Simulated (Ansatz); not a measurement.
# Is Ag-Ti stack of (111) layers a stable metal?, part 2 of 2

The plan: relax Ag-Ti stack of (111) layers, check its phonons, and, if the lattice is stable, compute its Eliashberg function and ρ(T).

Ansatz 0.2.0; DFT PBEsol, scalar-relativistic, plane waves, PAW; PAW set soft_1.

So far. Step 3 (Relaxing tightly for phonons): Little changed from the start: no atom moved by 0.005 Å and no cell edge by 0.1 %.

## Step 4: Phonons: q 2×2×1, k 6×6×1

Couplings are defined for a stable lattice alone, so phonons come first.

The input, input.yaml:

```yaml
crystal:
  lattice:
    - [2.7756024234, 2.7415e-06, 0.0]
    - [-1.3878035859, 2.4037408387, 0.0]
    - [0.0, 0.0, 28.5726751719]
  atoms:
    - { symbol: Ag, position: [0.0, 0.0, 0.1928558357] }
    - { symbol: Ti, position: [0.3333333333, 0.6666666667, 0.2756456231] }
  periodic: [true, true, false]
kpoints:
  mp_grid: { grid: [6, 6, 1] }
hamiltonian:
  xc: pbesol
  pseudopotentials: { kind: paw, azcp: { folder: soft_1 }, xc_functional: pbe }
scf:
  occupations: { method: methfessel_paxton, width: 0.2 }
output:
  eigenvalues: true
phonons:
  method: dfpt
  qmesh: [2, 2, 1]
  temperatures: { t_max: 1000, t_step: 50 }
  qpath:
    path:
      - [0.0, 0.0, 0.0]
      - [0.5, 0.0, 0.0]
      - [0.33333333, 0.33333333, 0.0]
      - [0.0, 0.0, 0.0]
    npoints: 10
```

Command:

```
$ ansatz run input.yaml --threads 4 --pin off --max-ram 12288MiB --backend cpu --events-out ev --progress --plain --runs-dir out
```

Numbers of over 12 decimals in the logs are rounded to 6 here.

Log:

```text
[...]
Crystal: 2 atoms, lattice volume = 190.632 Å³
Basis set: ecut = 420 eV, 3767 PW (Γ), exchange–correlation on 40×40×384 points (8 copies of the dense FFT grid, shifted against one another)
Bands: 20, of which v1, the nominal top of the filled ones, is band 16 counted from 1 (15 counted from 0)
Symmetry: 6 space group operations
k-points: 7 of 36 (time reversal used)
[...]
SCF iter   1: F=—  HF=-9997.367220 eV  |F-HF|=—  |Δ(HF+E_count)|=         —  Δρ=7.02e-2  dr2=4.92e1  ethr=3.10e-3  ⟨swp⟩=11.4  Hψ=1064  notcnv=0
[...]
SCF iter   2: F=—  HF=-10007.235740 eV  |F-HF|=—  |Δ(HF+E_count)|=    9.87e0  S|Δr|=    0.00e0  Δρ=9.54e-2  dr2=5.39e2  ethr=3.10e-3  ⟨swp⟩=9.1  Hψ=1605  notcnv=0  recentre
automatic band count: the SCF goes on with 24 bands, as 20 were too few: they end inside the smearing window of the response
SCF iter   3: F=—  HF=-9995.016815 eV  |F-HF|=—  |Δ(HF+E_count)|=    1.22e1  S|Δr|=    0.00e0  Δρ=1.57e-2  dr2=2.06e0  ethr=3.10e-3  ⟨swp⟩=6.6  Hψ=621  notcnv=0  defer=18
[...]
SCF iter  19: F=-9994.584612 eV  HF=-9994.584612 eV  |F-HF|=4.71e-10  |Δ(HF+E_count)|=  7.40e-10  S|Δr|=    0.00e0  Δρ=5.63e-8  dr2=9.03e-12  ethr=1.00e-12  ⟨swp⟩=28.4  Hψ=1886  notcnv=0
SCF 1 converged in 19 iterations: F = -9994.584612 eV  dr2 = 9.03e-12
[...]
phonons: the bands overlap, so this run is a metal and interpolates without the dipole-dipole term. If the crystal is really an insulator or semiconductor, its LO-TO splitting is missing
NSCF: frozen V_eff on 7 k-points
WARN: eigensolver did not converge in 2 slots of this pass, the one above among them; of largest residual over every band (k=5): 1 band(s) unlocked (lowest unlocked band 23, counted from 0; max residual 2.23e-5 eV among the unlocked bands, 2.23e-5 eV over every band); of lowest unlocked band (k=2): band 23
[...]
DFPT response loops at q = (0, 0, 0) (fractional): preconditioner auto → none (partly filled bands, converged f_vac=0.759); β = 0.50; Broyden in place of MSR1
[...]
SCF converged after 19 iterations
Stability not checked: this state was not tested for a lower state beside it, because cold or Methfessel-Paxton smearing, or corrected tetrahedra, fill the levels in a way that the test cannot read (fill_not_monotonic; see scf.lower_state_search)
Free energy (F): -9994.584612 eV
[...]
Internal energy: -9994.589467 eV  (E = F + TS)
E sigma→0 (E₀):  -9994.585826 eV
Entropy (-TS):   0.004855 eV (2.428 meV/atom)
Fermi energy:    -4.370636 eV
Step filling:    the computed levels leave a gap of 0.0097 eV = 0.0 smearing widths at the electron count; against every level under it full and every level over it empty, smearing changes F+E_penalty+E_count by -0.151 meV and its σ→0 estimate by -1.365 meV
[...]
--- Band table (eV; the first three rows and the last of 7) ---
  k-point 0: bands = [... 12 lower, -8.3892, -8.3892, -7.5321, -4.8635, -4.4565, -3.3678, -3.3678, -1.6842 (-1.6842°), ... 4 higher]
  k-point 1: bands = [... 12 lower, -8.9636, -8.4853, -6.8255, -4.4077, -4.1354, -3.8103, -2.7514, -1.8337, ... 4 higher]
  k-point 2: bands = [... 12 lower, -8.1140, -7.6672, -5.9066, -4.6009, -3.5670, -2.6837, -2.1269, -1.2962, ... 4 higher]
  k-point 6: bands = [... 12 lower, -9.0312, -4.5236, -4.3979, -4.2483, -4.1184, -2.7030, 0.8394, 1.0271, ... 4 higher]
  ° read free of the cell's end (the report's vacuum.weakly_bound_levels)
--- Phonons (Γ-DFPT): 4 representative perturbations + reference (Σ response iterations 23) ---
  ASR residual: 1.793e-5 → 0.000e0 eV/Å²; symmetrization residual: 1.356e-5 eV/Å²
  ASR residual per site (eV/Å²): 7.96e-6 1.79e-5
  Γ frequencies (cm⁻¹): 0.00 0.00 0.00 65.70 65.70 169.38
--- Phonons (arbitrary-q DFPT): 2 irreducible q on the 2×2×1 mesh ---
  q = [0.0000, 0.0000, 0.0000] (star 1, of the zone-centre solve; hermiticity 6.66e-6, symmetrization 1.94e-6): -0.00 -0.00 0.00 65.70 65.70 169.38
  q = [0.0000, -0.5000, 0.0000] (star 3, 6 solved perturbations in 106 linear systems a pass and spin channel, the states on 20 of 36 k-point pairs; hermiticity 1.78e-5, symmetrization 4.23e-6): -196.51 64.59 90.16 130.17 137.68 193.27
  sum rule: each row above includes the acoustic sum rule's correction from the zone centre's row sums; it moved no ω² by more than (0.32 cm⁻¹)²
  mesh force constants: q→R imaginary residual 1.34e-17; ASR residual 1.793e-5 → 0.000e0 eV/Å²; symmetrization residual 5.329e-15 eV/Å²
  interpolated dispersion: 31 rows × 6 modes
  density of states and harmonic sums: on the 26×26×1 q-mesh, interpolated from the force constants of a 2×2×1 supercell (no non-analytic term)
  largest difference from the sums on the solved wave vectors: F 1.00e-1 eV, S 1.43e-4 and C_V 4.33e-5 eV/K
  zero-point energy: 0.034977 eV/cell   skipped modes (ω ≤ 0): 72, of them read as no rigid motion or as one in doubt: 69 (9.985e-1 modes/cell left out, lowest -211.42 cm⁻¹)   left out of the sums: 1.67e-1 of the cell's modes: C_V's classical limit lies that fraction below 3 k_B per atom; for a crystal, a wire or a layer, F and S can be off by more, and a phonons.interpolated_qmesh denser along its periods is the remedy for the sampling
```

The job ended after 33 s (4 threads of Arm Neoverse V1, shared host; peak memory 0.76 GiB).

In the SCF lines HF is the Harris–Foulkes energy and dr2 the Hartree energy of the density residual, in eV; the loop may stop once dr2 is under the threshold and the program's other checks hold. Hψ counts applications of the Hamiltonian.

This step gave:

```
share of imaginary modes in the plain interpolation between solved wavevectors : 0.1663
highest frequency, solved or plainly interpolated                              : 193.3 cm⁻¹
```

Solved on the 2×2×1 mesh alone; all other wavevectors are interpolated. The phonon branches at the labelled points (cm⁻¹):

| point | branch 1 | branch 2 | branch 3 | branch 4 | branch 5 | branch 6 |
| --- | --- | --- | --- | --- | --- | --- |
| Γ | 0 | 0 | 0 | 66 | 66 | 169 |
| halfway | -119 | 63 | 74 | 108 | 124 | 141 |
| M | -196 | 65 | 90 | 130 | 138 | 193 |
| halfway | -204 | 67 | 108 | 132 | 143 | 186 |
| K | -212 | 68 | 118 | 137 | 164 | 169 |
| halfway | -140 | 72 | 82 | 115 | 123 | 151 |
| Γ | 0 | 0 | 0 | 66 | 66 | 169 |

The phonon branches as a text plot (rows in cm⁻¹):

```
    185 |               **************       **
    168 |***          **              *******  *****         ****
    151 |   ****    **             *****   ****     **     **
    134 |       ****  ******************************  *****
    117 |       ********            ***********   *******
    100 |     ******           *****           *****  *****
     84 |   ****      *********                     *********
     67 |***  *********************************************  ****
     50 |   **  **                                       ****
     33 | ******                                           *****
     16 | **                                                 ***
     -1 |*                                                      *
    -18 | **
    -35 |                                                    ***
    -51 |   **                                             **
    -68 |     **
    -85 |       **                                       **
   -102 |                                             ***
   -119 |         **
   -136 |                                           **
   -153 |           **
   -170 |             **                          **
   -186 |               ****                   ***
   -203 |                   *******************
         Γ                   M           K                      Γ
```

Lowest modes at the softest wavevector of the mesh. Modes at q = (0.000, 0.500, 0.000), with each element's share of the kinetic energy (negative means imaginary):

| mode | frequency (cm⁻¹) | Ag % | Ti % |
| --- | --- | --- | --- |
| 1 | -196.5 | 1 | 99 |
| 2 | 64.6 | 64 | 36 |
| 3 | 90.2 | 73 | 27 |
| 4 | 130.2 | 35 | 65 |
| 5 | 137.7 | 27 | 73 |
| 6 | 193.3 | 100 | 0 |

Displacements in mode 1 (-196.5 cm⁻¹), the largest set to 1, in the home cell:
```
Ag1  0.00 -0.01  0.08
Ti2  0.00 -0.06 -1.00
```

Displacements in mode 5 (137.7 cm⁻¹), the largest set to 1, in the home cell:
```
Ag1 -0.40  0.00  0.00
Ti2 -1.00  0.00  0.00
```

Among the solved wavevectors the lowest mode, translations apart, is -196 cm⁻¹, imaginary.

## Step 5: Phonons by linear response: q 3×3×1, k 9×9×1

An imaginary mode on so few k-points may come from the sampling, so the phonons are repeated with another q and k mesh.

input.yaml, as its differences from that of step 4:

```diff
@@ -10,3 +10,3 @@
 kpoints:
-  mp_grid: { grid: [6, 6, 1] }
+  mp_grid: { grid: [9, 9, 1] }
 hamiltonian:
@@ -20,3 +20,3 @@
   method: dfpt
-  qmesh: [2, 2, 1]
+  qmesh: [3, 3, 1]
   temperatures: { t_max: 1000, t_step: 50 }
```

Log:

```text
[...]
Crystal: 2 atoms, lattice volume = 190.632 Å³
Basis set: ecut = 420 eV, 3767 PW (Γ), exchange–correlation on 40×40×384 points (8 copies of the dense FFT grid, shifted against one another)
Bands: 20, of which v1, the nominal top of the filled ones, is band 16 counted from 1 (15 counted from 0)
Symmetry: 6 space group operations
k-points: 12 of 81 (time reversal used)
[...]
SCF iter   1: F=—  HF=-9997.350495 eV  |F-HF|=—  |Δ(HF+E_count)|=         —  Δρ=7.08e-2  dr2=5.06e1  ethr=3.10e-3  ⟨swp⟩=12.1  Hψ=1859  notcnv=0
[...]
SCF iter  17: F=-9994.597651 eV  HF=-9994.597651 eV  |F-HF|=3.58e-10  |Δ(HF+E_count)|=  1.16e-10  S|Δr|=    0.00e0  Δρ=5.04e-8  dr2=9.65e-12  ethr=1.00e-12  ⟨swp⟩=11.9  Hψ=1916  notcnv=0
SCF 1 converged in 17 iterations: F = -9994.597651 eV  dr2 = 9.65e-12
[...]
WARN: eigensolver did not converge (k=11): 1 band(s) unlocked after 2 eigensolves, warm-restarted (20 sweeps on the last) at ethr=1.67e-12 eV (storage-precision floor; scheduled 1.00e-12 eV) (lowest unlocked band 19, counted from 0; max residual 7.98e-6 eV among the unlocked bands, 7.98e-6 eV over every band; other slots of this pass that fall short are told together in one closing line; warning suppressed until the next SCF loop or pass starts)
[...]
SCF converged after 17 iterations
[...]
Free energy (F): -9994.597651 eV
[...]
Internal energy: -9994.581666 eV  (E = F + TS)
E sigma→0 (E₀):  -9994.593655 eV
Entropy (-TS):   -0.015985 eV (-7.993 meV/atom)
Fermi energy:    -4.321504 eV
[...]
--- Band table (eV; the first three rows and the last of 12) ---
  k-point 0: bands = [... 12 lower, -8.1899, -8.1899, -7.4024, -4.7287, -4.3273, -3.3155, -3.3155, -1.5905]
  k-point 1: bands = [... 12 lower, -8.5209, -8.2352, -7.0718, -4.3916, -4.2357, -3.5729, -3.0345, -1.6606]
  k-point 2: bands = [... 12 lower, -8.6054, -8.3456, -6.2746, -4.3307, -4.0541, -3.4327, -2.2638, -1.8353]
  k-point 11: bands = [... 12 lower, -8.8641, -4.4479, -4.3313, -4.1464, -4.0116, -2.5762, 1.0301, 1.2091]
[...]
ASR residual: 2.618e-5 → 0.000e0 eV/Å²; symmetrization residual: 1.673e-5 eV/Å²
  ASR residual per site (eV/Å²): 7.31e-6 2.62e-5
  Γ frequencies (cm⁻¹): 0.00 0.00 0.00 58.92 58.92 170.56
--- Phonons (arbitrary-q DFPT): 3 irreducible q on the 3×3×1 mesh ---
[...]
interpolated dispersion: 31 rows × 6 modes
[...]
```

The job ended after 1.8 min (4 threads; peak memory 1.1 GiB; 7.1 min of CPU time).

This step gave:

```yaml
share_of_imaginary_modes_in_the_plain_interpolation_between_solved_wavevectors: 0.2268
highest_frequency_solved_or_plainly_interpolated: 195.1 cm⁻¹
```

Solved on the 3×3×1 mesh alone; all other wavevectors are interpolated. The phonon branches at the labelled points (cm⁻¹):

| point | branch 1 | branch 2 | branch 3 | branch 4 | branch 5 | branch 6 |
| --- | --- | --- | --- | --- | --- | --- |
| Γ | 0 | 0 | 0 | 59 | 59 | 171 |
| halfway | -75 | 66 | 72 | 115 | 137 | 166 |
| M | -75 | 42 | 79 | 118 | 120 | 195 |
| halfway | -74 | -54 | 51 | 111 | 130 | 187 |
| K | -98 | -71 | -38 | 101 | 164 | 165 |
| halfway | -80 | 56 | 92 | 109 | 144 | 164 |
| Γ | 0 | 0 | 0 | 59 | 59 | 171 |

The phonon branches as a text plot (rows in cm⁻¹):

```
    189 |               *************
    177 |             **             ***   *******
    165 |*************                  ***       ***************
    152 |           **                ***  **
    140 |         **  **            **       **   ****
    128 |               **        **           ***    ***
    116 |       ********************         **   **
    104 |       **                  *********       *******
     91 |     **                                  ****   **
     79 |   **      **************                    ***  **
     67 | **  ********            *            ***    *****  ***
     55 |*  ****      ****         *                **   ****   *
     43 |                 *****                   **       **
     31 | ****                 *    *        **              ***
     18 | **                                                 ***
      6 |
     -6 |*                                                      *
    -18 | **                    **   *
    -30 |                             **   **  ***           ***
    -43 |   **                    *     ***                **
    -55 |     **                   **        **          **
    -67 |       **                *  ********         ***
    -79 |         **************** **        *********
    -91 |                            ********
         Γ                   M           K                      Γ
```

Lowest modes at the softest wavevector of the mesh. Modes at q = (-0.333, -0.333, 0.000), with each element's share of the kinetic energy (negative means imaginary):

| mode | frequency (cm⁻¹) | Ag % | Ti % |
| --- | --- | --- | --- |
| 1 | -97.5 | 12 | 88 |
| 2 | -70.9 | 0 | 100 |
| 3 | -38.0 | 1 | 99 |
| 4 | 100.7 | 88 | 12 |
| 5 | 163.6 | 100 | 0 |
| 6 | 164.6 | 99 | 1 |

Displacements in mode 1 (-97.5 cm⁻¹), the largest set to 1, in the home cell (x, y, z of the real part, then of the imaginary part):
```
Ag1  0.00  0.00 -0.35  0.00  0.00  0.00
Ti2  0.00 -1.00  0.00  1.00  0.00  0.00
```

Displacements in mode 6 (164.6 cm⁻¹), the largest set to 1, in the home cell (x, y, z of the real part, then of the imaginary part):
```
Ag1  0.00  1.00  0.00  1.00  0.00  0.00
Ti2  0.00  0.00 -0.19  0.00  0.00  0.00
```

The modes has structure finer than the step of the table below, so its rows give means over 10 cm⁻¹, whole bins alone (the curve runs from -108 to 210 cm⁻¹). Peaks (cm⁻¹: height): Ag -79.5: 0.00889, 62.4: 0.0192, 82.4: 0.0227, 118.4: 0.0479, 134.4: 0.0230, 144.4: 0.0237, 178.4: 0.0305; Ti -81.5: 0.0626, 64.4: 0.0208, 118.4: 0.0305, 144.4: 0.013, 168.4: 0.0289.

Phonopy on the run's constants, 21x21x1 mesh, Gaussian sigma 2.3 cm⁻¹. The modes by wavenumber; means over each step; values in 1/cm⁻¹/cell:

| wavenumber (cm⁻¹) | Ag | Ti |
| --- | --- | --- |
| -100 | 1.7e-4 | 0.00123 |
| -90 | 0.00120 | 0.0108 |
| -80 | 0.00766 | 0.0483 |
| -70 | 0.00393 | 0.0159 |
| -60 | 0.00252 | 0.0113 |
| -50 | 0.00281 | 0.00683 |
| -40 | 0.00224 | 0.00665 |
| -30 | 0.00184 | 0.00393 |
| -20 | 0.00164 | 0.00416 |
| -10 | 3.3e-4 | 0.00240 |
| 0 | 4.7e-4 | 4.8e-4 |
| 10 | 2.9e-4 | 0.00239 |
| 20 | 0.00292 | 0.00314 |
| 30 | 0.00457 | 0.00388 |
| 40 | 0.00644 | 0.0117 |
| 50 | 0.0106 | 0.0107 |
| 60 | 0.0171 | 0.0158 |
| 70 | 0.0120 | 0.0161 |
| 80 | 0.0177 | 0.0181 |
| 90 | 0.0121 | 0.0140 |
| 100 | 0.00683 | 0.00698 |
| 110 | 0.0192 | 0.0181 |
| 120 | 0.0390 | 0.0227 |
| 130 | 0.0205 | 0.00744 |
| 140 | 0.0193 | 0.00957 |
| 150 | 0.00891 | 0.00376 |
| 160 | 0.00627 | 0.00494 |
| 170 | 0.0252 | 0.0177 |
| 180 | 0.0267 | 7.1e-4 |
| 190 | 0.0179 | 2.1e-4 |
| 200 | 0.00195 | 1.8e-5 |

No LO-TO term; unit eigenvectors of the mass-weighted matrix. The modes at Γ (shares of kinetic energy by element, %):

| mode | frequency (cm⁻¹) | symmetry | Ag % | Ti % |
| --- | --- | --- | --- | --- |
| 1 | 0.0 | unnamed | 69 | 31 |
| 2 | 0.0 | unnamed | 69 | 31 |
| 3 | 0.0 | unnamed | 69 | 31 |
| 4 | 58.9 | E | 31 | 69 |
| 5 | 58.9 | E | 31 | 69 |
| 6 | 170.6 | A1 | 31 | 69 |

Displacements in mode 5 (58.9 cm⁻¹), the largest set to 1:
```
Ag1 -0.44  0.00  0.00
Ti2  1.00  0.00  0.00
```

Displacements in mode 6 (170.6 cm⁻¹), the largest set to 1:
```
Ag1  0.00  0.00 -0.44
Ti2  0.00  0.00  1.00
```

Among the solved wavevectors the lowest mode, translations apart, is -97.5 cm⁻¹, imaginary.

## Step 6: Summary of results

```
phonon run of the rows without a label of their own : PBEsol, q 3×3×1, k 9×9×1
softest mode on the q mesh                          : -97.5 cm⁻¹ at q = (-0.333, -0.333, 0)
highest frequency, solved or plainly interpolated   : 195 cm⁻¹
```

What this shows: The lattice is dynamically unstable at this level: a mode at q = (-0.333, -0.333, 0) is imaginary, 97.5i cm⁻¹, so no harmonic coupling constant or resistivity is defined for this structure. These meshes are coarse, and single modes of a metal can move by tens of cm⁻¹ with the k mesh. The coarser mesh found an imaginary mode at another wavevector, which this mesh lacks. The phonon runs are not spin-polarised. The PAW files were made for PBE; under other functionals the run regenerates their frozen core. The structure was built by hand as an ordered model, and its stability against other phases was not tested.

[Logs are printed without paths, hosts, clocks, repeated set-up lines and the standing remarks that a program may print on its own settings, such as how far it seeks lower states.]

[Hosts, paths, dates, database ids (printed as entryN), source tags and the programs' standing remarks are cut or masked in the printed files.]
